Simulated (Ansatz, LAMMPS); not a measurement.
# Amorphous 37HfO2-63TiO2 (mol %) (90 atoms): geometry optimisation

How does amorphous 37HfO2-63TiO2 (mol %) (90 atoms) relax, and what do bonds, charges and levels look like afterwards?

Method: Kohn-Sham DFT, PBE, PAW (set soft_2), plane waves, in Ansatz 0.2.0.

### 1. The starting structure

The cell holds 90 atoms: 11 Hf, 19 Ti and 60 O. Cell: a = 10.618 Å, b = 10.618 Å, c = 10.618 Å, α = 90.0°, β = 90.0°, γ = 90.0°. 90 atoms (11 Zr, 19 Ti, 60 O) placed at random at 4.16 g/cm³, melted at 5000 K for 10 ps at fixed volume with the Morse and Coulomb pair potential with partial charges (Pedone, Malavasi, Menziani, Cormack and Segre, J. Phys. Chem. B 110, 11780 (2006)). Quenched from 5000 K to 300 K at 200 K/ps and fixed volume, held 10 ps at zero pressure, then minimised at fixed cell. Then Zr was replaced by Hf and the cell scaled by 1.008 (the potential has no terms for the new elements, so the cell is a start for a DFT relaxation).

What the set-up can't give: The quench rate of 200 K/ps far exceeds what a furnace or splat quench reaches, so expect more defects and frozen-in strain than in a real sample. The network of bonds at the start is that of the classical potential that made the cell. The Brillouin zone is sampled at Γ only, in a cell whose shortest periodic width is 11 Å. No spin–orbit coupling is included, so levels derived from the heavy atoms are approximate.

### 2. Making the structure

A classical potential supplies the starting structure, since it reaches far longer times than DFT.

This step: classical MD, Morse and Coulomb pair potential with partial charges (Pedone, Malavasi, Menziani, Cormack and Segre, J. Phys. Chem. B 110, 11780 (2006)) (LAMMPS 22 Jul 2025 - Update 4).

Contents of in.lmp:

```
# melt-quench of Zr11Ti19O60
units metal
atom_style charge
boundary p p p
region box block 0 10.4712 0 10.4712 0 10.4712
create_box 3 box
mass 1 91.2240   # Zr
mass 2 47.8670   # Ti
mass 3 15.9990   # O
create_atoms 1 random 11 265289 NULL overlap 1.5 maxtry 2000
create_atoms 2 random 19 265296 NULL overlap 1.5 maxtry 2000
create_atoms 3 random 60 265303 NULL overlap 1.5 maxtry 2000
pair_style hybrid/overlay pedone 5.5 coul/long 8.0
pair_coeff * * coul/long
pair_coeff 1 3 pedone 0.206237 2.479675 2.436997 1   # Zr-O
pair_coeff 2 3 pedone 0.024235 2.254703 2.708943 1   # Ti-O
pair_coeff 3 3 pedone 0.042395 1.379316 3.618701 22   # O-O
set type 1 charge 2.4
set type 2 charge 2.4
set type 3 charge -1.2
kspace_style pppm 1.0e-4
neigh_modify delay 0 every 1 check yes
thermo_style custom step time temp pe press density
thermo_modify norm yes
timestep 0.002
thermo 100
min_style cg
minimize 1e-4 1e-4 200 2000
reset_timestep 0
velocity all create 5000 265290 mom yes dist gaussian
fix lim all nve/limit 0.05
fix lan all langevin 5000 5000 0.2 265291 zero yes
thermo 500
run 1000 post no
# [... 10 lines left out ...]
thermo 1666
fix md all npt temp 300 300 0.2 iso 0 0 2
run 5000 post no
unfix md
thermo 100
min_style cg
minimize 0 1e-3 2000 20000
write_dump all custom glass.dump id type xs ys zs modify sort id
```

Started as:

```bash
$ lmp -in in.lmp -log none -nocite
```

Numbers of over 12 decimals in the logs are rounded to 6 here.

The program printed:

```text
LAMMPS (22 Jul 2025 - Update 4)
Created orthogonal box = (0 0 0) to (10.4712 10.4712 10.4712)
Created 11 atoms
Created 19 atoms
Created 60 atoms
PPPM initialization ...
  G vector (1/distance) = 0.38609715
  grid = 12 12 12
  estimated relative force accuracy = 5.7955325e-05
   Step          Time           Temp          PotEng         Press         Density
         0   0              0             -3.08862        995973.45      4.1550545
        91   0.182          0             -15.267219      21870.79       4.1550545
Loop time of 0.0571818 s on 1 MPI rank(s) for 91 steps with 90 atoms
Minimization stats:
  Stopping criterion = energy tolerance
  Energy initial, next-to-last, final =
     -3.08862002033879  -15.2659067384709  -15.2672192243425
  Force two-norm initial, final = 324.07672 2.460171
  Iterations, force evaluations = 91 128
   Step          Time           Temp          PotEng         Press         Density
[... 12 lines left out ...]
[... 1 line left out ...]
Loop time of 1.9092 s on 1 MPI rank(s) for 5000 steps with 90 atoms
   Step          Time           Temp          PotEng         Press         Density
[... 12 lines left out ...]
Loop time of 4.29902 s on 1 MPI rank(s) for 11750 steps with 90 atoms
   Step          Time           Temp          PotEng         Press         Density
[... 3 lines left out ...]
     21658   43.316         292.23049     -15.352309      8133.7249      4.0914589
     22750   45.5           334.95618     -15.352344      10758.881      4.0813722
Loop time of 2.30535 s on 1 MPI rank(s) for 5000 steps with 90 atoms
   Step          Time           Temp          PotEng         Press         Density
     22750   45.5           334.95618     -15.352345      10758.067      4.0813722
     22766   45.532         334.95618     -15.392413      529.67864      4.0813722
Loop time of 0.0267912 s on 1 MPI rank(s) for 16 steps with 90 atoms
Minimization stats:
  Stopping criterion = linesearch alpha is zero
  Energy initial, next-to-last, final =
     -15.3523451375026  -15.3924125507179  -15.3924125507179
  Force two-norm initial, final = 13.068583 0.46667044
  Iterations, force evaluations = 16 65
```

It took 9.1 s on 1 thread of Arm Neoverse V2, shared host; peak memory 0.072 GiB.

### 3. Single point at the start

The forces at the start show how far the geometry lies from a minimum of this functional.

Contents of input.yaml:

```yaml
crystal:
  lattice:
    - [10.61811, 0.0, 0.0]
    - [0.0, 10.61811, 0.0]
    - [0.0, 0.0, 10.61811]
  atoms:
    - { symbol: Hf, position: [0.51329, 0.85051, 0.34315] }
    - { symbol: Hf, position: [0.07826, 0.97749, 0.21044] }
    - { symbol: Hf, position: [0.36314, 0.70145, 0.82153] }
    - { symbol: Hf, position: [0.43543, 0.18108, 0.50404] }
    - { symbol: Hf, position: [0.57677, 0.78875, 0.03384] }
    - { symbol: Hf, position: [0.70344, 0.71104, 0.65417] }
    - { symbol: Hf, position: [0.26555, 0.87926, 0.5272] }
    - { symbol: Hf, position: [0.46571, 0.56338, 0.46795] }
    - { symbol: Hf, position: [0.62128, 0.31063, 0.22184] }
    - { symbol: Hf, position: [0.00876, 0.69954, 0.73282] }
    - { symbol: Hf, position: [0.2291, 0.13989, 0.78977] }
    - { symbol: Ti, position: [0.96074, 0.97532, 0.93447] }
    - { symbol: Ti, position: [0.68937, 0.57515, 0.21956] }
    - { symbol: Ti, position: [0.41527, 0.41552, 0.73147] }
    - { symbol: Ti, position: [0.32641, 0.97796, 0.05266] }
    - { symbol: Ti, position: [0.36727, 0.50044, 0.06505] }
    - { symbol: Ti, position: [0.91701, 0.31549, 0.29053] }
    - { symbol: Ti, position: [0.89858, 0.26518, 0.82624] }
    - { symbol: Ti, position: [0.12145, 0.39258, 0.63035] }
    - { symbol: Ti, position: [0.83608, 0.5533, 0.94983] }
    - { symbol: Ti, position: [0.2959, 0.23824, 0.24938] }
    - { symbol: Ti, position: [0.92564, 0.74707, 0.38818] }
    - { symbol: Ti, position: [0.06328, 0.10444, 0.48963] }
    - { symbol: Ti, position: [0.7333, 0.03371, 0.52007] }
    - { symbol: Ti, position: [0.11606, 0.70767, 0.04674] }
    - { symbol: Ti, position: [0.71905, 0.36161, 0.5615] }
    - { symbol: Ti, position: [0.78939, 0.01266, 0.20745] }
    - { symbol: Ti, position: [0.51719, 0.93822, 0.74418] }
    - { symbol: Ti, position: [0.17143, 0.53824, 0.32594] }
    - { symbol: Ti, position: [0.53922, 0.18205, 0.9158] }
    - { symbol: O, position: [0.87812, 0.7343, 0.55606] }
    - { symbol: O, position: [0.87392, 0.10566, 0.86557] }
    - { symbol: O, position: [0.59876, 0.19952, 0.06618] }
    - { symbol: O, position: [0.5802, 0.76095, 0.81152] }
    - { symbol: O, position: [0.65793, 0.92335, 0.63026] }
    - { symbol: O, position: [0.46153, 0.92444, 0.15969] }
    - { symbol: O, position: [0.8008, 0.29597, 0.69161] }
    - { symbol: O, position: [0.71739, 0.63311, 0.0443] }
    - { symbol: O, position: [0.46653, 0.22543, 0.30697] }
    - { symbol: O, position: [0.60616, 0.47118, 0.35132] }
    - { symbol: O, position: [0.80984, 0.65511, 0.30944] }
    - { symbol: O, position: [0.34762, 0.48819, 0.87928] }
    - { symbol: O, position: [0.05002, 0.25697, 0.56502] }
    - { symbol: O, position: [0.17225, 0.71268, 0.87474] }
    - { symbol: O, position: [0.03829, 0.50691, 0.71798] }
    - { symbol: O, position: [0.01597, 0.16088, 0.31909] }
    - { symbol: O, position: [0.13938, 0.01821, 0.91977] }
    - { symbol: O, position: [0.25905, 0.20989, 0.41612] }
    - { symbol: O, position: [0.17595, 0.04148, 0.62357] }
    - { symbol: O, position: [0.2168, 0.85497, 0.1211] }
    - { symbol: O, position: [0.06943, 0.25678, 0.81926] }
    - { symbol: O, position: [0.41001, 0.57979, 0.66608] }
    - { symbol: O, position: [0.41793, 0.09633, 0.68706] }
    - { symbol: O, position: [0.38671, 0.84433, 0.68035] }
    - { symbol: O, position: [0.40171, 0.88377, 0.92135] }
    - { symbol: O, position: [0.52587, 0.31641, 0.81526] }
    - { symbol: O, position: [0.24363, 0.09082, 0.17197] }
    - { symbol: O, position: [0.93186, 0.05921, 0.10297] }
    - { symbol: O, position: [0.89857, 0.04623, 0.52545] }
    - { symbol: O, position: [0.82428, 0.63739, 0.79772] }
    - { symbol: O, position: [0.57318, 0.70773, 0.22458] }
    - { symbol: O, position: [0.7134, 0.91325, 0.0956] }
    - { symbol: O, position: [0.83175, 0.35785, 0.43544] }
    - { symbol: O, position: [0.13943, 0.95944, 0.39763] }
    - { symbol: O, position: [0.63918, 0.18129, 0.52475] }
    - { symbol: O, position: [0.94242, 0.86514, 0.80712] }
    - { symbol: O, position: [0.53332, 0.45427, 0.1156] }
    - { symbol: O, position: [0.83849, 0.38833, 0.92442] }
    - { symbol: O, position: [0.67801, 0.96497, 0.36565] }
    - { symbol: O, position: [0.58789, 0.72433, 0.48997] }
    - { symbol: O, position: [0.05894, 0.41185, 0.27573] }
    - { symbol: O, position: [0.16748, 0.48941, 0.49904] }
    - { symbol: O, position: [0.35958, 0.74145, 0.41451] }
    - { symbol: O, position: [0.91145, 0.89984, 0.29865] }
    - { symbol: O, position: [0.07115, 0.68054, 0.3318] }
    - { symbol: O, position: [0.27272, 0.31885, 0.69662] }
    - { symbol: O, position: [0.34012, 0.49419, 0.33062] }
    - { symbol: O, position: [0.76837, 0.17906, 0.26255] }
    - { symbol: O, position: [0.4317, 0.66003, 0.00534] }
    - { symbol: O, position: [0.14249, 0.75916, 0.60948] }
    - { symbol: O, position: [0.78896, 0.41877, 0.1928] }
    - { symbol: O, position: [0.00055, 0.8429, 0.05684] }
    - { symbol: O, position: [0.46972, 0.37056, 0.55903] }
    - { symbol: O, position: [0.98566, 0.59991, 0.0071] }
    - { symbol: O, position: [0.5955, 0.03802, 0.85306] }
    - { symbol: O, position: [0.42018, 0.98825, 0.45176] }
    - { symbol: O, position: [0.21914, 0.58996, 0.12717] }
    - { symbol: O, position: [0.36877, 0.12959, 0.93957] }
    - { symbol: O, position: [0.30636, 0.34425, 0.12023] }
    - { symbol: O, position: [0.67038, 0.5179, 0.61052] }
kpoints:
  mp_grid: { grid: [1, 1, 1] }
hamiltonian:
  xc: pbe
scf:
  occupations: { method: fixed }
output:
  forces: true
  stress: true
  populations: true
  dos:
    method: { smearing: { sigma: 0.15 } }
    de: 0.1
    projected: { site_lists: { Hf: [Hf], O: [O], Ti: [Ti] } }
  eigenvalues: true
```

Started as:

```bash
$ ansatz run input.yaml --threads 4 --pin off --max-ram 8192MiB --backend cpu --events-out ev --progress --plain --runs-dir out
```

The program printed:

```text
Engine: ansatz 0.2.0, aarch64-unknown-linux-gnu
Pseudopotentials: kind: paw
Pseudopotential: Hf, paw, valence charge 26, recommended cutoff 420 eV (normal), Hf.paw.azcp
Pseudopotential: Ti, paw, valence charge 12, recommended cutoff 420 eV (normal), Ti.paw.azcp
Pseudopotential: O, paw, valence charge 6, recommended cutoff 420 eV (normal), O.paw.azcp
[... 5 lines on functional and potentials left out ...]
Crystal: 90 atoms, lattice volume = 1197.131 Å³
Basis set: ecut = 420 eV, 23439 PW (Γ), exchange–correlation on 144×144×144 points (8 copies of the dense FFT grid, shifted against one another)
Bands: 527, of which v1, the nominal top of the filled ones, is band 437 counted from 1 (436 counted from 0)
Symmetry: 1 space group operations
Space group: P1 (ITA 1), of the structure as read, at distance tolerance 1.1e-4 Å
k-points: 1
[... 7 lines on functional and potentials left out ...]
Initial density: superposition of atomic densities (neutral atoms: chi_scale 0, normalization atom), corrected by the library's trained network
Initial wavefunctions: pseudopotential atomic-orbital guess
Functional: x = pbe(κ = 0.804, μ = 0.219515), c = pbe(β = 0.066725)
SCF iter   1: F=—  HF=-254599.598686 eV  |F-HF|=—  |Δ(HF+E_count)|=         —  Δρ=4.53e-3  dr2=3.20e-1  ethr=1.77e-3  ⟨swp⟩=3.0  Hψ=1580  notcnv=0  defer=80
preconditioner: auto → Resta (q_TF=auto, 2.589 Å⁻¹)  ε∞=5.6  [insulator: Δε(μ)=2.519 eV  Ē_g=13.082 eV  n_scr=364 (ndim 8)  ℏωp=28.2 eV  f_vac=0.135  ε∞_Penn≈5.6]
SCF iter   2: F=—  HF=-254599.588206 eV  |F-HF|=—  |Δ(HF+E_count)|=   1.05e-2  Δρ=2.46e-3  dr2=6.83e-2  ethr=3.67e-5  ⟨swp⟩=3.0  Hψ=927  notcnv=0  defer=88
SCF iter   3: F=—  HF=-254599.584658 eV  |F-HF|=—  |Δ(HF+E_count)|=   3.55e-3  Δρ=1.23e-3  dr2=2.61e-2  ethr=7.81e-6  ⟨swp⟩=3.0  Hψ=766  notcnv=0  defer=88
SCF iter   4: F=—  HF=-254599.583044 eV  |F-HF|=—  |Δ(HF+E_count)|=   1.61e-3  Δρ=4.82e-4  dr2=4.12e-3  ethr=2.98e-6  ⟨swp⟩=2.0  Hψ=628  notcnv=0  defer=88
SCF iter   5: F=—  HF=-254599.582806 eV  |F-HF|=—  |Δ(HF+E_count)|=   2.38e-4  Δρ=2.52e-4  dr2=8.97e-4  ethr=4.72e-7  ⟨swp⟩=2.0  Hψ=868  notcnv=0  defer=88
SCF iter   6: F=—  HF=-254599.583019 eV  |F-HF|=—  |Δ(HF+E_count)|=   2.13e-4  Δρ=1.39e-4  dr2=2.70e-4  ethr=1.03e-7  ⟨swp⟩=2.0  Hψ=731  notcnv=0  defer=86
SCF iter   7: F=—  HF=-254599.583034 eV  |F-HF|=—  |Δ(HF+E_count)|=   1.58e-5  Δρ=5.33e-5  dr2=4.25e-5  ethr=3.09e-8  ⟨swp⟩=2.0  Hψ=731  notcnv=0  defer=82
SCF iter   8: F=—  HF=-254599.585095 eV  |F-HF|=—  |Δ(HF+E_count)|=   2.06e-3  Δρ=3.01e-5  dr2=1.42e-5  ethr=4.86e-9  ⟨swp⟩=2.0  Hψ=936  notcnv=0  defer=83
SCF iter   9: F=—  HF=-254599.585100 eV  |F-HF|=—  |Δ(HF+E_count)|=   5.69e-6  Δρ=1.58e-5  dr2=3.97e-6  ethr=1.63e-9  ⟨swp⟩=2.0  Hψ=883  notcnv=0  defer=83
SCF iter  10: F=—  HF=-254599.585101 eV  |F-HF|=—  |Δ(HF+E_count)|=   1.14e-6  Δρ=8.62e-6  dr2=1.08e-6  ethr=4.54e-10  ⟨swp⟩=2.0  Hψ=808  notcnv=0  defer=83
SCF iter  11: F=—  HF=-254599.585102 eV  |F-HF|=—  |Δ(HF+E_count)|=   1.08e-7  Δρ=3.74e-6  dr2=2.46e-7  ethr=1.24e-10  ⟨swp⟩=2.0  Hψ=883  notcnv=0  defer=83
SCF iter  12: F=—  HF=-254599.585102 eV  |F-HF|=—  |Δ(HF+E_count)|=   1.65e-7  Δρ=3.36e-6  dr2=1.64e-7  ethr=1.14e-11  ⟨swp⟩=12.0  Hψ=2361  notcnv=0
SCF iter  13: F=-254599.585102 eV  HF=-254599.585102 eV  |F-HF|=2.57e-8  |Δ(HF+E_count)|=   1.76e-8  Δρ=1.79e-6  dr2=4.50e-8  ethr=1.14e-11  ⟨swp⟩=2.0  Hψ=1604  notcnv=0
SCF 1 converged in 13 iterations: F = -254599.585102 eV  dr2 = 4.50e-8
  greatest PAW one-centre occupation: 0.999 electrons in one spin orbital (limit 2), on the Ti atom at site 12 (counted from 0), in its partial waves of l = 0
SCF converged after 13 iterations
Free energy (F): -254599.585102 eV
Harris-Foulkes:  -254599.585102 eV  (|F-HF|=2.57e-8)
Internal energy: -254599.585102 eV  (E = F + TS)
E sigma→0 (E₀):  -254599.585102 eV
Fermi energy:    7.836744 eV
--- Per-component energies (eV) ---
  E_band       = -6871.884607
  E_kinetic    = 20249.383137
  E_local      = -129180.168669  (includes V_loc(G=0)·N_el)
  E_nonlocal   = -10738.527713
  E_hartree    = 56647.901849
  E_xc         = -9567.745883
  E_vxc        = -10876.290802  (∫ρ·V_xc dr)
  E_paw        = -105532.325132  (= ΣΔE_a)
  E_vpaw       = 10377.762880  (= ΣTr[D̂ρ^β])
  E_aug_tail   = 0.148914  (compensation charges beyond the density's cutoff)
  E_ewald      = -76478.251605
  E_smearing   = -0.000000  (= −TS)
  E_closure    = -0.000000  (closes the sum)
  Σ components = -254599.585102   (vs F -254599.585102, Δ=0.00e0)
--- Forces (eV/Å), atoms counted from 1 ---
  atom   1  Hf    -0.56881855     0.44347204     0.89249780
  atom   2  Hf    -0.26989221    -0.20200114    -0.33022736
  atom   3  Hf    -0.21425301    -0.54393828     0.67859809
  atom   4  Hf    -1.04832665    -0.27014005     0.28912969
  atom   5  Hf    -0.87658407     0.11970288     0.20264699
  atom   6  Hf    -0.59659829    -0.91758874    -0.82877611
  atom   7  Hf    -1.00469379    -0.77988774     0.21306252
  atom   8  Hf     0.11480614    -0.51540976    -0.31516493
  atom   9  Hf    -0.48746255    -0.41374363    -0.93805211
  atom  10  Hf     1.91076836     0.80751068    -0.77436937
  atom  11  Hf    -0.74355456    -0.73403138     0.20657122
  atom  12  Ti     2.33041372    -0.78241906    -0.48310413
  atom  13  Ti     0.04396010    -0.68133270     0.41507965
  atom  14  Ti    -0.22517516    -0.75267999     0.41901491
[...]
atom  89  O     -0.42726383     0.41890827    -0.54660606
  atom  90  O      0.14455185     1.49984493     0.25681106
  max |Σ_I F_I| component: 4.68e-5 eV/Å
--- Stress (GPa, compression-positive) ---
       -2.711661       1.274348      -0.497847
        1.274348      -1.539284       2.038337
       -0.497847       2.038337      -3.417182
  P = ⅓ Tr σ = -2.5560 GPa (-25.560 kbar)
--- Band table (eV) ---
  k-point 0: bands = ["-53.7468", "-53.7022", "-53.4714", "-53.3535", [... 511 levels ...], "13.0280", "13.0327", "13.0742", "13.0922", "13.1525", "13.1779", "13.2156", "13.2507", "13.2714", "13.2794", "13.3132", "13.3580"]
--- Löwdin populations: 90 sites ---
  site symbol       q [e]
     0     Hf     24.5128
     1     Hf     24.5757
     2     Hf     24.5110
[...]
89      O      6.6488
  spilling = 0.003096 (of n_electrons = 874.000000)
```

Run time: 30 s. Hardware: 4 threads of Arm Neoverse V2, shared host; peak memory 1.9 GiB; 1.9 min of CPU time.

The column dr2 measures how far the density is from self-consistency, as an energy; F and HF (Harris–Foulkes) agree once it is small.

Numbers from this run:

```yaml
free_energy: -254599.5851 eV
free_energy_per_atom: -2828.8843 eV/atom
scf_cycles: 13
pressure: -2.556 GPa
r_m_s_force_component: 0.6226 eV/Å
longest_force: 2.505 eV/Å
fermi_energy: 7.837 eV
spacing_of_highest_filled_and_lowest_empty_level: 2.561 eV
spilling_of_the_projection: 0.003096
```

The r.m.s. force component of 0.62 eV/Å and the pressure of -2.6 GPa set the starting point.

Neighbours are counted within 2.64 Å (O-Ti), 2.82 Å (O-Hf).

Length of the force by element and coordination:

```tsv
element	coordination	atoms	mean length of the force (eV/Å)	spread	least	most
Hf	all	11	1.11	0.433	0.472	2.21
Hf	6	7	1.33	0.372	1.07	2.21
Hf	7	4	0.723	0.186	0.472	0.908
O	all	60	0.864	0.444	0.146	1.77
O	2	20	0.935	0.478	0.146	1.75
O	3	38	0.832	0.421	0.233	1.77
O	4	2	0.775	0.414	0.361	1.19
Ti	all	19	1.22	0.476	0.533	2.51
Ti	4	7	1.32	0.422	0.751	1.96
Ti	5	8	1.30	0.530	0.700	2.51
Ti	6	4	0.870	0.225	0.533	1.10
```

(Continued in part 2 of 3.)

[Logs are printed without paths, hosts, clocks, repeated set-up lines and the standing remarks that a program may print on its own settings, such as how far it seeks lower states.]

[Hosts, paths, dates, database ids (printed as entryN), source tags and the programs' standing remarks are cut or masked in the printed files.]
